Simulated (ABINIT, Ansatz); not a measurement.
## Sr2NbGaO6 (Fm-3m): one start, several treatments of the self-energy

Aim: compare treatments of exchange, screening and correlation for the gap of Sr2NbGaO6 (Fm-3m).

Main program and level: ABINIT 10.8.3; PBEsol and many-body steps on it, plane waves.

## Step 1: Set-up

The structure is cubic, space group Fm-3m (No. 225). The conventional cell has a = 8.000 Å, b = 8.000 Å, c = 8.000 Å, α = 90.00°, β = 90.00°, γ = 90.00°. Sr has 12 O at 2.83 Å nearest. Nearest to Nb lie 6 O at 2.01 Å. Ga has 6 O at 1.99 Å nearest. Nearest to O lie 1 Ga at 1.99 Å and 1 Nb at 2.01 Å and 4 Sr at 2.83 Å. Farther neighbours and most contacts between anions are not listed.

The cell and positions are those that the Materials Project relaxed with its own functionals (PBE, PBE+U or r2SCAN), kept fixed.

## Step 2: Empty states on the mesh, 2×2×2 mesh, 273 bands

This step: ABINIT 10.8.3; DFT, PBEsol, plane waves, norm-conserving pseudopotentials.

The sums over transitions need many empty states on a uniform mesh; this step solves for them.

File run.abi:

```
acell 3*1.0 Angstrom
rprim 
  0.000000000000 4.000204000000 4.000204000000
  4.000204000000 0.000000000000 4.000204000000
  4.000204000000 4.000204000000 0.000000000000
ntypat 4
znucl 38 41 31 8
natom 10
typat 1 1 2 3 4 4 4 4 4 4
xred 
  0.250000000000 0.250000000000 0.250000000000
  0.750000000000 0.750000000000 0.750000000000
  0.000000000000 0.000000000000 0.000000000000
  0.500000000000 0.500000000000 0.500000000000
  0.749216000000 0.250784000000 0.250784000000
  0.250784000000 0.749216000000 0.749216000000
  0.250784000000 0.250784000000 0.749216000000
  0.749216000000 0.749216000000 0.250784000000
  0.250784000000 0.749216000000 0.250784000000
  0.749216000000 0.250784000000 0.749216000000
pp_dirpath "pseudos"
pseudos "Sr.upf, Nb.upf, Ga.upf, O.upf"
ecut 37
ngkpt 2 2 2
nshiftk 1
shiftk 0 0 0
kptopt 1
chksymbreak 0
iscf -2
irdden 1
istwfk *1
nband 273
nbdbuf 24
tolwfr 1e-09
nstep 60
prtvol 0
indata_prefix "in"
outdata_prefix "out"
tmpdata_prefix "tmp"
```

On the command line:

```
OMP_NUM_THREADS=1 mpirun -n 4 abinit run.abi > log
```

Numbers of over 12 decimals in the logs are rounded to 6 here.

Output:

```text
.Version 10.8.3 of ABINIT. v10.8.2 released Aug 2026.

 Symmetries : space group Fm -3 m (#225); Bravais cF (face-center cubic)
[... echo of the input left out ...]
== DATASET  1 ==================================================================
-   mpi_nproc: 4, omp_nthreads: 1 (-1 if OMP is not activated)
-    --> not optimal distribution: autoparal keyword recommended in input file <--

--- !DatasetInfo
iteration_state: {dtset: 1, }
dimensions: {natom: 10, nkpt: 3, mband: 273, nsppol: 1, nspinor: 1, nspden: 1, mpw: 9377, }
cutoff_energies: {ecut:  37.0, pawecutdg:  -1.0, }
[...]
2.92762    2.92762    2.92762    2.95841    2.95841    2.95844    2.98762    2.98771
   2.98802    2.99465    2.99504    2.99643    3.00126    3.00223    3.00763    3.01392
   3.02278
 prteigrs : prtvol=0 or 1, do not print more k-points.

== END DATASET(S) ==============================================================
================================================================================

 -outvars: echo values of variables after computation  --------
            nband         273
             nkpt           3
          spgroup         225
 [... the other variables as echoed above ...]

 Calculation completed.
```

Run time: 2.4 min. Hardware: 4 MPI ranks of Intel Xeon 6975P-C (Granite Rapids), shared host; peak memory 0.52 GiB; 9.8 min of CPU time.

Numbers from this step:

```yaml
gap: 3.158 eV
k_of_the_valence_top: 0, 0, 0
k_of_the_conduction_bottom: 0, 0, 0
least_direct_gap: 3.158 eV
k_points_computed: 3
lowest_point_of_the_top_converged_band_above_the_valence_top: 71.3069 eV
```

On this mesh the gap is 3.158 eV.

The density comes from a self-consistent run that is not shown.

## Step 3: Screening, 2×2×2 mesh, 125 bands, screening to 114.3 eV

The RPA dielectric matrix is built and inverted for each q.

This step: RPA screening on PBEsol, plane waves, norm-conserving pseudopotentials.

Edit run.abi of step 2 so:

```diff
@@ -28,10 +28,11 @@
 chksymbreak 0
-iscf -2
-irdden 1
 istwfk *1
-nband 273
-nbdbuf 24
-tolwfr 1e-09
-nstep 60
-prtvol 0
+occopt 1
+irdwfk 1
+optdriver 3
+nband 125
+ecuteps 4.2
+inclvkb 2
+awtr 1
+symchi 1
 indata_prefix "in"
```

Output:

```text
.Version 10.8.3 of ABINIT. v10.8.2 released Aug 2026.

 Symmetries : space group Fm -3 m (#225); Bravais cF (face-center cubic)
[... echo of the input left out ...]
== DATASET  1 ==================================================================
-   mpi_nproc: 4, omp_nthreads: 1 (-1 if OMP is not activated)

--- !DatasetInfo
iteration_state: {dtset: 1, }
dimensions: {natom: 10, nkpt: 3, mband: 125, nsppol: 1, nspinor: 1, nspden: 1, mpw: 9377, }
cutoff_energies: {ecut:  37.0, pawecutdg:  -1.0, }
electrons: {nelect:   8.20000000E+01, charge:   0.00000000E+00, occopt:   1.00000000E+00, tsmear:   1.00000000E-02, }

 SCREENING: Calculation of the susceptibility and dielectric matrices

 Based on a program developped by R.W. Godby, V. Olevano, G. Onida, and L. Reining.
 Incorporated in ABINIT by V. Olevano, G.-M. Rignanese, and M. Torrent.
.Using double precision arithmetic ; gwpc =  8

[... cell and pseudopotentials left out ...]
--------------------------------------------------------------------------------

 ==== K-mesh for the wavefunctions ====
 Number of points in the irreducible wedge :     3
[... list of points left out ...]
 Together with 48 symmetry operations and time-reversal symmetry
 yields     8 points in the full Brillouin Zone.

 ==== Q-mesh for the screening function ====
 Number of points in the irreducible wedge :     3
[... list of points left out ...]
 Together with 48 symmetry operations and time-reversal symmetry
 yields     8 points in the full Brillouin Zone.

 setmesh: FFT mesh size selected  =    40x   40x   40
          total number of points  =        64000

 vcoul_init : cutoff-mode = AUXILIARY_FUNCTION
 q-points for optical limit:   1
     1)      0.000010    0.000020    0.000030

- screening: taking advantage of time-reversal symmetry
- Maximum band index for partially occupied states nbvw = 41
- Remaining bands to be divided among processors   nbcw = 84
- Number of bands treated by each node ~21

 Number of electrons calculated from density =   82.0000; Expected =   82.0000
 average of density, n =  0.094916
 r_s =    1.3600
 omega_plasma =   29.7184 [eV]

 calculating chi0 at frequencies [eV] :
  1    0.000000E+00    0.000000E+00
  2    0.000000E+00    2.971844E+01

--------------------------------------------------------------------------------
  q-point number  1        q = ( 0.000000, 0.000000, 0.000000) [r.l.u.]
--------------------------------------------------------------------------------
[... chi0 elements left out ...]
 For q-point:  0.000010 0.000020 0.000030
  dielectric constant =   5.4426
  dielectric constant without local fields =   6.0866

  Average fulfillment of the sum rule on Im[epsilon] for q-point    1 :     43.88  [%]
[... wings left out ...]
  q-point number  2        q = ( 0.500000, 0.000000, 0.000000) [r.l.u.]
--------------------------------------------------------------------------------
[... chi0 elements left out ...]
  Average fulfillment of the sum rule on Im[epsilon] for q-point    2 :     50.86  [%]

 [... 1 further q-points ...]
```

The job ended after 49 s (4 MPI ranks; peak memory 1.7 GiB; 3.3 min of CPU time).

This step gave:

```
ε∞ with local fields, on this mesh, along the program's q direction : 5.443
the same without local fields                                       : 6.087
plasma frequency                                                    : 29.72 eV
plane waves in the screening matrix                                 : 339
```

Local fields lower ε∞ by 11 %. On a Γ-centred mesh this coarse the value itself is usually too large, while a short band sum pulls it down.

## Step 4: G0W0, Godby-Needs plasmon pole

The self-energy is evaluated for the states that the input lists, and the levels follow from it, in one-shot runs by the linearised quasiparticle equation.

This step: G0W0 on PBEsol, plane waves, norm-conserving pseudopotentials.

Edit run.abi of step 3 so:

```diff
@@ -31,8 +31,15 @@
 irdwfk 1
-optdriver 3
+optdriver 4
 nband 125
+gwcalctyp 0
+ecutsigx 37
+symsigma 1
+nkptgw 1
+kptgw 
+  0.0000000000 0.0000000000 0.0000000000
+bdgw 
+  39 44
 ecuteps 4.2
-inclvkb 2
-awtr 1
-symchi 1
+irdscr 1
+ppmodel 1
 indata_prefix "in"
```

Output:

```text
.Version 10.8.3 of ABINIT. v10.8.2 released Aug 2026.

 Symmetries : space group Fm -3 m (#225); Bravais cF (face-center cubic)
[... echo of the input left out ...]
== DATASET  1 ==================================================================
-   mpi_nproc: 4, omp_nthreads: 1 (-1 if OMP is not activated)

--- !DatasetInfo
iteration_state: {dtset: 1, }
dimensions: {natom: 10, nkpt: 3, mband: 125, nsppol: 1, nspinor: 1, nspden: 1, mpw: 9377, }
cutoff_energies: {ecut:  37.0, pawecutdg:  -1.0, }
electrons: {nelect:   8.20000000E+01, charge:   0.00000000E+00, occopt:   1.00000000E+00, tsmear:   1.00000000E-02, }

 SIGMA: Calculation of the GW corrections

 Based on a program developped by R.W. Godby, V. Olevano, G. Onida, and L. Reining.
 Incorporated in ABINIT by V. Olevano, G.-M. Rignanese, and M. Torrent.
.Using double precision arithmetic ; gwpc =  8

[... cell and pseudopotentials left out ...]
--------------------------------------------------------------------------------

 ==== K-mesh for the wavefunctions ====
 Number of points in the irreducible wedge :     3
[... list of points left out ...]
 Together with 48 symmetry operations and time-reversal symmetry
 yields     8 points in the full Brillouin Zone.

 ==== Q-mesh for screening function ====
 Number of points in the irreducible wedge :     3
[... list of points left out ...]
 Together with 48 symmetry operations and time-reversal symmetry
 yields     8 points in the full Brillouin Zone.

 vcoul_init : cutoff-mode = AUXILIARY_FUNCTION
 q-points for optical limit:   1
     1)      0.000010    0.000020    0.000030
 setmesh: FFT mesh size selected  =    60x   60x   60
          total number of points  =       216000

 Number of electrons calculated from density =   82.0000; Expected =   82.0000
 average of density, n =  0.094916
 r_s =    1.3600
 omega_plasma =   29.7184 [eV]

 === KS Band Gaps ===
  >>>> For spin  1
   Minimum direct gap =   3.1575 [eV], located at k-point      :   0.0000  0.0000  0.0000
   Fundamental gap    =   3.1575 [eV], Top of valence bands at :   0.0000  0.0000  0.0000
                                       Bottom of conduction at :   0.0000  0.0000  0.0000
 SIGMA fundamental parameters:
 PLASMON POLE MODEL  1
 number of plane-waves for SigmaX                 9377
 number of plane-waves for SigmaC and W            339
 number of plane-waves for wavefunctions          9377
 number of bands                                   125
 number of independent spin polarizations            1
 number of spinorial components                      1
 number of k-points in IBZ                           3
 number of q-points in IBZ                           3
 number of symmetry operations                      48
 number of k-points in BZ                            8
 number of q-points in BZ                            8
 number of frequencies for dSigma/dE                 9
 frequency step for dSigma/dE [eV]                0.25
 number of omega for Sigma on real axis              0
 max omega for Sigma on real axis  [eV]           0.00
 zcut for avoiding poles [eV]                     0.10

 EPSILON^-1 parameters (SCR file):
 dimension of the eps^-1 matrix on file            339
 dimension of the eps^-1 matrix used               339
 number of plane-waves for wavefunctions          9377
 number of bands                                   125
 number of q-points in IBZ                           3
 number of frequencies                               2
 number of real frequencies                          1
 number of imag frequencies                          1

 matrix elements of self-energy operator (all in [eV])

 Perturbative Calculation

--- !SelfEnergy_ee
iteration_state: {dtset: 1, }
kpoint     : [   0.000,    0.000,    0.000, ]
spin       : 1
KS_gap     :    3.158
QP_gap     :    4.959
Delta_QP_KS:    1.801
data: !SigmaeeData |
     Band     E0 <VxcDFT>   SigX SigC(E0)      Z dSigC/dE  Sig(E)    E-E0       E
       39   6.272 -19.836 -24.633   5.057   0.782  -0.278 -19.633   0.203   6.475
       40   6.272 -19.836 -24.633   5.057   0.782  -0.278 -19.633   0.203   6.475
       41   6.272 -19.836 -24.633   5.057   0.782  -0.278 -19.633   0.203   6.475
       42   9.429 -16.642 -10.798  -3.395   0.818  -0.222 -14.638   2.004  11.433
       43   9.429 -16.642 -10.798  -3.395   0.818  -0.222 -14.638   2.004  11.433
       44   9.429 -16.642 -10.798  -3.395   0.818  -0.222 -14.638   2.004  11.433

== END DATASET(S) ==============================================================
================================================================================

 -outvars: echo values of variables after computation  --------
           etotal      0.0000000000E+00
            nband         125
             nkpt           3
          spgroup         225
 [... the other variables as echoed above ...]

 Calculation completed.
```

The job ended after 6.8 s (4 MPI ranks; peak memory 1.2 GiB; 26 s of CPU time).

Numbers from this step:

```yaml
g0w0_gap_on_the_points_computed: 4.958 eV
starting_gap_on_the_mesh: 3.158 eV
k_of_the_valence_top: 0, 0, 0
k_of_the_conduction_bottom: 0, 0, 0
z_at_the_valence_top: 0.782
z_at_the_conduction_bottom: 0.818
least_direct_g0w0_gap_on_the_computed_points: 4.958 eV
```

The gap on the mesh goes from 3.16 eV to 4.96 eV, a correction of +1.80 eV.

## Step 5: G0W0, Engel-Farid plasmon pole

Edit run.abi of step 4 so:

```diff
@@ -43,3 +43,3 @@
 irdscr 1
-ppmodel 1
+ppmodel 4
 indata_prefix "in"
```

Output:

```text
.Version 10.8.3 of ABINIT. v10.8.2 released Aug 2026.

 Symmetries : space group Fm -3 m (#225); Bravais cF (face-center cubic)
[... echo of the input left out ...]
== DATASET  1 ==================================================================
-   mpi_nproc: 4, omp_nthreads: 1 (-1 if OMP is not activated)

--- !DatasetInfo
iteration_state: {dtset: 1, }
dimensions: {natom: 10, nkpt: 3, mband: 125, nsppol: 1, nspinor: 1, nspden: 1, mpw: 9377, }
cutoff_energies: {ecut:  37.0, pawecutdg:  -1.0, }
electrons: {nelect:   8.20000000E+01, charge:   0.00000000E+00, occopt:   1.00000000E+00, tsmear:   1.00000000E-02, }

 SIGMA: Calculation of the GW corrections

 Based on a program developped by R.W. Godby, V. Olevano, G. Onida, and L. Reining.
 Incorporated in ABINIT by V. Olevano, G.-M. Rignanese, and M. Torrent.
.Using double precision arithmetic ; gwpc =  8

[... cell and pseudopotentials left out ...]
--------------------------------------------------------------------------------

 ==== K-mesh for the wavefunctions ====
 Number of points in the irreducible wedge :     3
[... list of points left out ...]
 Together with 48 symmetry operations and time-reversal symmetry
 yields     8 points in the full Brillouin Zone.

 ==== Q-mesh for screening function ====
 Number of points in the irreducible wedge :     3
[... list of points left out ...]
 Together with 48 symmetry operations and time-reversal symmetry
 yields     8 points in the full Brillouin Zone.

 vcoul_init : cutoff-mode = AUXILIARY_FUNCTION
 q-points for optical limit:   1
     1)      0.000010    0.000020    0.000030
 setmesh: FFT mesh size selected  =    60x   60x   60
          total number of points  =       216000

 Number of electrons calculated from density =   82.0000; Expected =   82.0000
[...]
number of k-points in BZ                            8
 number of q-points in BZ                            8
 number of frequencies for dSigma/dE                 9
 frequency step for dSigma/dE [eV]                0.25
 number of omega for Sigma on real axis              0
 max omega for Sigma on real axis  [eV]           0.00
 zcut for avoiding poles [eV]                     0.10

 EPSILON^-1 parameters (SCR file):
 dimension of the eps^-1 matrix on file            339
 dimension of the eps^-1 matrix used               339
 number of plane-waves for wavefunctions          9377
 number of bands                                   125
 number of q-points in IBZ                           3
 number of frequencies                               2
 number of real frequencies                          1
 number of imag frequencies                          1

 matrix elements of self-energy operator (all in [eV])

 Perturbative Calculation

--- !SelfEnergy_ee
iteration_state: {dtset: 1, }
kpoint     : [   0.000,    0.000,    0.000, ]
spin       : 1
KS_gap     :    3.158
QP_gap     :    4.999
Delta_QP_KS:    1.842
data: !SigmaeeData |
     Band     E0 <VxcDFT>   SigX SigC(E0)      Z dSigC/dE  Sig(E)    E-E0       E
       39   6.272 -19.836 -24.633   5.075   0.802  -0.247 -19.613   0.223   6.495
       40   6.272 -19.836 -24.633   5.075   0.802  -0.247 -19.613   0.223   6.495
       41   6.272 -19.836 -24.633   5.075   0.802  -0.247 -19.613   0.223   6.495
       42   9.429 -16.642 -10.798  -3.380   0.838  -0.193 -14.577   2.065  11.494
       43   9.429 -16.642 -10.798  -3.380   0.838  -0.193 -14.577   2.065  11.494
       44   9.429 -16.642 -10.798  -3.380   0.838  -0.193 -14.577   2.065  11.494

== END DATASET(S) ==============================================================
================================================================================

 -outvars: echo values of variables after computation  --------
           etotal      0.0000000000E+00
            nband         125
             nkpt           3
          spgroup         225
 [... the other variables as echoed above ...]

 Calculation completed.
```

Run time: 5.8 s. Hardware: 4 MPI ranks; peak memory 0.84 GiB; 22 s of CPU time.

This step gave:

```
G0W0 gap on the points computed              : 4.999 eV
starting gap on the mesh                     : 3.158 eV
k of the valence top                         : 0, 0, 0
k of the conduction bottom                   : 0, 0, 0
Z at the valence top                         : 0.802
Z at the conduction bottom                   : 0.838
least direct G0W0 gap on the computed points : 4.999 eV
```

Against G0W0 in ABINIT (2×2×2 mesh, 125 bands, screening to 114.3 eV, Godby-Needs plasmon pole), the gap moves by +0.041 eV.

## Step 6: G0W0, Hybertsen-Louie plasmon pole

Edit run.abi of step 5 so:

```diff
@@ -43,3 +43,3 @@
 irdscr 1
-ppmodel 4
+ppmodel 2
 indata_prefix "in"
```

Output:

```text
.Version 10.8.3 of ABINIT. v10.8.2 released Aug 2026.

 Symmetries : space group Fm -3 m (#225); Bravais cF (face-center cubic)
[... echo of the input left out ...]
== DATASET  1 ==================================================================
-   mpi_nproc: 4, omp_nthreads: 1 (-1 if OMP is not activated)

--- !DatasetInfo
iteration_state: {dtset: 1, }
dimensions: {natom: 10, nkpt: 3, mband: 125, nsppol: 1, nspinor: 1, nspden: 1, mpw: 9377, }
cutoff_energies: {ecut:  37.0, pawecutdg:  -1.0, }
[...]
42   9.429 -16.642 -10.798  -3.272   0.878  -0.138 -14.382   2.259  11.689
       43   9.429 -16.642 -10.798  -3.272   0.878  -0.138 -14.382   2.259  11.689
       44   9.429 -16.642 -10.798  -3.272   0.878  -0.138 -14.382   2.259  11.689

== END DATASET(S) ==============================================================
================================================================================

 -outvars: echo values of variables after computation  --------
           etotal      0.0000000000E+00
            nband         125
             nkpt           3
          spgroup         225
 [... the other variables as echoed above ...]

 Calculation completed.
```

Elapsed: 7 s, on 4 MPI ranks; peak memory 1.2 GiB; 27 s of CPU time.

This step gave:

```yaml
g0w0_gap_on_the_points_computed: 5.548 eV
starting_gap_on_the_mesh: 3.158 eV
k_of_the_valence_top: 0, 0, 0
k_of_the_conduction_bottom: 0, 0, 0
least_direct_g0w0_gap_on_the_computed_points: 5.548 eV
```

Against G0W0 in ABINIT (2×2×2 mesh, 125 bands, screening to 114.3 eV, Godby-Needs plasmon pole), the gap moves by +0.590 eV.

[end of part 1 of 2]

[Paths, hosts, dates, memory and timing lines, banners, echoed tables and standing remarks are left out of the program output.]

[Logs are printed without paths, hosts, clocks, repeated set-up lines and the standing remarks that a program may print on its own settings, such as how far it seeks lower states.]

[Runs of the session that timed out or met a known fault of the program may be left out.]

[No measured gap is set beside runs whose start may be inverted or whose files or cutoffs have a known fault.]

[Hosts, paths, dates, database ids (printed as entryN), source tags and the programs' standing remarks are cut or masked in the printed files.]

[G0W0 gaps are taken among the corrected bands and points alone; a level outside them can change the order at an edge.]

[Where Ansatz stands beside ABINIT at settings called matched, ABINIT's density can come from a denser mesh and the files from another edition; pairs whose starting gaps differed by over 0.03 eV were left out, so agreement reads better than it is.]
